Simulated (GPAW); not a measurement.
# Work function of Si/W(100) at several levels, part 2 of 2

Wanted: work functions and dipole of Si/W(100), with the cost of each level.

GPAW 26.7.0; GPAW, PAW setups; slab in vacuum, relaxation (the session's first sound run).

So far, upper work function (eV): step 2 (relaxation, PBE, GPAW) 4.36; step 6 (self-consistent run: xc = "vdW-DF2", GPAW, PAW setups, GPAW) 4.60; step 7 (self-consistent run: xc = "LDA") 4.53; step 8 (self-consistent run: xc = "revPBE") 4.29; step 9 (real-space grid: mode = "fd", PBE, GPAW) 4.36.

**10. Atomic orbitals: mode = "lcao"**

Atom-centred orbitals end a few angstrom from the surface, which tests how much the density's tail matters.

Contents of run.py:

```python
import json
import numpy as np
from ase import Atoms
from gpaw import GPAW

slab = Atoms(
    ['W', 'W', 'W', 'W', 'W', 'Si'],
    positions=[
        [0.00000, 0.00000, 7.00000],
        [1.58000, 1.58000, 8.58000],
        [0.00000, 0.00000, 10.16000],
        [1.58000, 1.58000, 11.77137],
        [0.00000, 0.00000, 13.35394],
        [1.58000, 1.58000, 14.59486]],
    cell=[[3.16, 0.0, 0.0], [0.0, 3.16, 0.0], [0.0, 0.0, 22.11556]],
    pbc=[True, True, False])

slab.calc = GPAW(mode='lcao', basis='dzp', h=0.18, xc='PBE', kpts={'size': (10, 10, 1), 'gamma': True},
                 occupations={'name': 'fermi-dirac', 'width': 0.1}, nbands='120%',
                 convergence={'density': 1e-05}, maxiter=200,
                 poissonsolver={'dipolelayer': 'xy'},
                 symmetry={'tolerance': 1e-3}, txt='slab.txt')
result = {}
energy = slab.get_potential_energy()
fermi = slab.calc.get_fermi_level()
v = slab.calc.get_electrostatic_potential().mean((0, 1)) - fermi
n = slab.calc.get_pseudo_density().mean((0, 1))
L = slab.cell[2, 2]
z = np.arange(len(v)) * L / len(v)
low, high = slab.positions[:, 2].min(), slab.positions[:, 2].max()
below, above = np.interp([low - 4.8, high + 4.8], z, v)
slopes = [np.interp(x, z, np.gradient(v, z)) for x in (low - 4.8, high + 4.8)]
eps = np.array([[slab.calc.get_eigenvalues(k, s) for k in range(len(slab.calc.get_ibz_k_points()))]
                for s in range(slab.calc.get_number_of_spins())]) - fermi
top, bottom = eps[eps < 0].max(), eps[eps > 0].min()
dipole = slab.get_dipole_moment()[2]
print(f'energy {energy:.4f} eV, Fermi level {fermi:.4f} eV, dipole {dipole:.5f} e A')
print(f'potential 4.8 A off the faces, from the Fermi level: lower {below:.4f} eV, upper {above:.4f} eV')
print(f'slope of the potential there: lower {slopes[0]:.5f}, upper {slopes[1]:.5f} eV/A')
print(f'nearest levels on the mesh: {top:.4f} and {bottom:.4f} eV')
print('magnetic moment', round(slab.get_magnetic_moment(), 3))
result.update(energy=energy, fermi=fermi, dipole=dipole, below=below, above=above, slopes=slopes, edges=[top, bottom],
              z=z.tolist(), v=v.tolist(), n=n.tolist(), positions=slab.positions.tolist(),
              forces=slab.get_forces(apply_constraint=False).tolist(), moments=slab.get_magnetic_moments().tolist())
json.dump(result, open('result.json', 'w'))
```

On the command line:

```sh
OMP_NUM_THREADS=1 OPENBLAS_NUM_THREADS=1 python run.py
```

Run time: 41 min. Hardware: 1 thread of Intel Xeon Platinum 8259CL at 2.50GHz (Skylake/Cascade Lake), shared host; peak memory 0.46 GiB.

Numbers from this step:

| Item | Value |
| --- | --- |
| dipole along the normal | -0.004462 e·Å |
| levels nearest the Fermi level on the mesh | -0.002910, 0.01119 eV from the Fermi level |
| upper work function | 4.337 eV |
| lower work function | 4.256 eV |

The electrostatic potential energy of an electron (without an applied field's), less the Fermi level, planar mean oscillates, so the rows of the table below give means over windows of 1.61 Å about each position, cut where the curve ends. Its maxima inside the range that stand out by 2 % of the span (Å: eV): 7.8: -8.74, 9.4: -9.17, 11.0: -8.64, 12.6: -9.02, 14.1: -11.9. Its minima: 7.0: -20.0, 8.6: -20.7, 10.2: -20.7, 11.8: -20.7, 13.4: -21.2, 14.5: -13.8.

Electrostatic potential energy of an electron (without an applied field's), less the Fermi level, planar mean against z; means over each step:

```csv
z (Å),"electrostatic potential energy of an electron (without an applied field's), less the Fermi level, planar mean (eV)"
0.81,4.26
2.42,4.25
4.02,4.16
5.63,0.849
7.24,-13.8
8.85,-14.6
10.46,-14.4
12.07,-14.6
13.68,-16.0
15.29,-3.32
16.90,4.20
18.51,4.34
20.12,4.34
21.73,4.34
```

The upper face's work function is 4.337 eV, against 4.361 eV in the first plane-wave PBE run at this geometry.

**11. All levels side by side**

Times are for 1 thread of Intel Xeon Platinum 8259CL at 2.50GHz (Skylake/Cascade Lake), shared host. The runs compared:

```csv
no.,run,upper work function (eV),lower work function (eV),time,memory (GiB)
1,pw,4.361,4.272,3.3 min,0.29
2,optPBE vdW,4.531,4.472,3.5 min,0.42
3,RPBE,4.293,4.123,3.2 min,0.29
4,vdW DF2,4.600,4.628,3.8 min,0.42
5,LDA,4.531,4.557,3.2 min,0.29
6,revPBE,4.292,4.143,3.4 min,0.29
7,fd,4.361,4.272,24 min,1.2
8,lcao,4.337,4.256,41 min,0.46
```

**12. Side by side**

Results and costs are gathered.

This step: comparison of work functions, dipole and cost (GPAW 26.7.0).

Ladder, by row:

```csv
step,code,"work function, upper (eV)","work function, lower (eV)",dipole (e Å),wall time (s),peak memory (GiB),threads
pw,GPAW,4.361,4.272,-0.00477,195.1,0.29,1
optPBE-vdW,GPAW,4.531,4.472,-0.003054,210.2,0.42,1
RPBE,GPAW,4.293,4.123,-0.009249,193,0.29,1
vdW-DF2,GPAW,4.6,4.628,0.001731,228.7,0.42,1
LDA,GPAW,4.531,4.557,0.001546,192.3,0.29,1
revPBE,GPAW,4.292,4.143,-0.008044,201.7,0.29,1
fd,GPAW,4.361,4.272,-0.004879,1445,1.25,1
lcao,GPAW,4.337,4.256,-0.004462,2443,0.46,1
```

**13. A changed run**

One more run, with changed settings.

This step: GPAW, PAW setups; slab in vacuum (GPAW 26.7.0).

Edit run.py of step 10 so:

```diff
@@ -3,3 +3,3 @@
 from ase import Atoms
-from gpaw import GPAW
+from gpaw import GPAW, PW
 
@@ -17,5 +17,5 @@
 
-slab.calc = GPAW(mode='lcao', basis='dzp', h=0.18, xc='PBE', kpts={'size': (10, 10, 1), 'gamma': True},
-                 occupations={'name': 'fermi-dirac', 'width': 0.1}, nbands='120%',
-                 convergence={'density': 1e-05}, maxiter=200,
+slab.calc = GPAW(mode=PW(400), xc='PBE', kpts={'size': (10, 10, 1), 'gamma': True},
+                 occupations={'name': 'fermi-dirac', 'width': 0.1}, nbands='200%',
+                 convergence={'density': 1e-05}, maxiter=50,
                  poissonsolver={'dipolelayer': 'xy'},
@@ -30,4 +30,4 @@
 low, high = slab.positions[:, 2].min(), slab.positions[:, 2].max()
-below, above = np.interp([low - 4.8, high + 4.8], z, v)
-slopes = [np.interp(x, z, np.gradient(v, z)) for x in (low - 4.8, high + 4.8)]
+below, above = np.interp([low - 1.0, high + 1.0], z, v)
+slopes = [np.interp(x, z, np.gradient(v, z)) for x in (low - 1.0, high + 1.0)]
 eps = np.array([[slab.calc.get_eigenvalues(k, s) for k in range(len(slab.calc.get_ibz_k_points()))]
@@ -37,3 +37,3 @@
 print(f'energy {energy:.4f} eV, Fermi level {fermi:.4f} eV, dipole {dipole:.5f} e A')
-print(f'potential 4.8 A off the faces, from the Fermi level: lower {below:.4f} eV, upper {above:.4f} eV')
+print(f'potential 1.0 A off the faces, from the Fermi level: lower {below:.4f} eV, upper {above:.4f} eV')
 print(f'slope of the potential there: lower {slopes[0]:.5f}, upper {slopes[1]:.5f} eV/A')
```

Wall time 4.1 min (1 thread); peak memory 0.3 GiB.

The run finished. A setting was moved off its sound value on purpose, so it serves as a test and not as the result.

The fault put into the input: the potential probed 1 A off the face (probe = 1.0).

**14. Results**

| Quantity | Value |
| --- | --- |
| work function, upper and lower face | 4.361 and 4.272 eV |
| dipole along the normal | -0.00477 e Å |

**Reading.** With plane waves and PBE the work function is 4.36 eV on the upper face and 4.27 eV on the lower. The two faces differ by 0.089 eV, the step that the slab's dipole makes (e p/(ε0 A) gives 0.086 eV), so the dipole layer is needed. Over the sound runs of the table the upper face's work function spans 4.292 (revPBE) to 4.600 eV (vdW-DF2). The cell of 9.99 Å² holds one Si, started on one chosen site; other sites and coverages weren't tried. The in-plane lattice was kept as typed, which isn't the functional's own and leaves some strain; spin-orbit coupling and temperature are left out.

[Logs are printed without paths, hosts, clocks, repeated set-up lines and the standing remarks that a program may print on its own settings, such as how far it seeks lower states.]

[Hosts, paths, dates, database ids (printed as entryN), source tags and the programs' standing remarks are cut or masked in the printed files.]
